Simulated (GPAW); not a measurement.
# Polarising a 7-layer slab of Nb(110) with a field along the normal

The dipole of the cell at several fields, atoms fixed. What does the strongest field give, and what length does the slope stand for?

**Method.** GPAW 26.7.0, plane waves (400 eV), PAW setups, PBE, 12×12 mesh, a dipole layer in the vacuum; geometry relaxed without an applied field with GPAW. The cell's area is 7.70 Å², and e/ε0 = 180.95 V Å.

Results, with one row withheld:

| field (V/Å) | dipole (e Å) |
| --- | --- |
| −0.2 | −0.1538 |
| −0.1 | −0.0760 |
| −0.05 | −0.0372 |
| 0.05 | 0.0407 |
| 0.1 | 0.0796 |
| 0.2 | 0.1574 |
| 0.3 | ? |

Q: What is the dipole at 0.3 V/Å?

**Working.** A line through the 6 points has the slope α = 0.778 e Å per V/Å and the intercept p₀ = 0.0018 e Å (r.m.s. residual 3.7e−05). At 0.3 V/Å it gives p = 0.0018 + 0.778 × 0.3 = 0.2352 e Å; the run gives 0.2352 e Å, so the response stays linear to 0.0 % of the induced part. Dividing by ε0 and the area: α/(ε0 A) = 0.778 × 180.95 / 7.70 = 18.28 Å, against 13.95 Å between the outer nuclei. A metal screens fully, so the excess of 4.33 Å puts the image planes about 2.17 Å outside the outer atoms on average.

**Limits.** This is the electronic response alone; ions that move would add to it in polar layers. No run was spin-polarised, so magnetic states weren't tested.
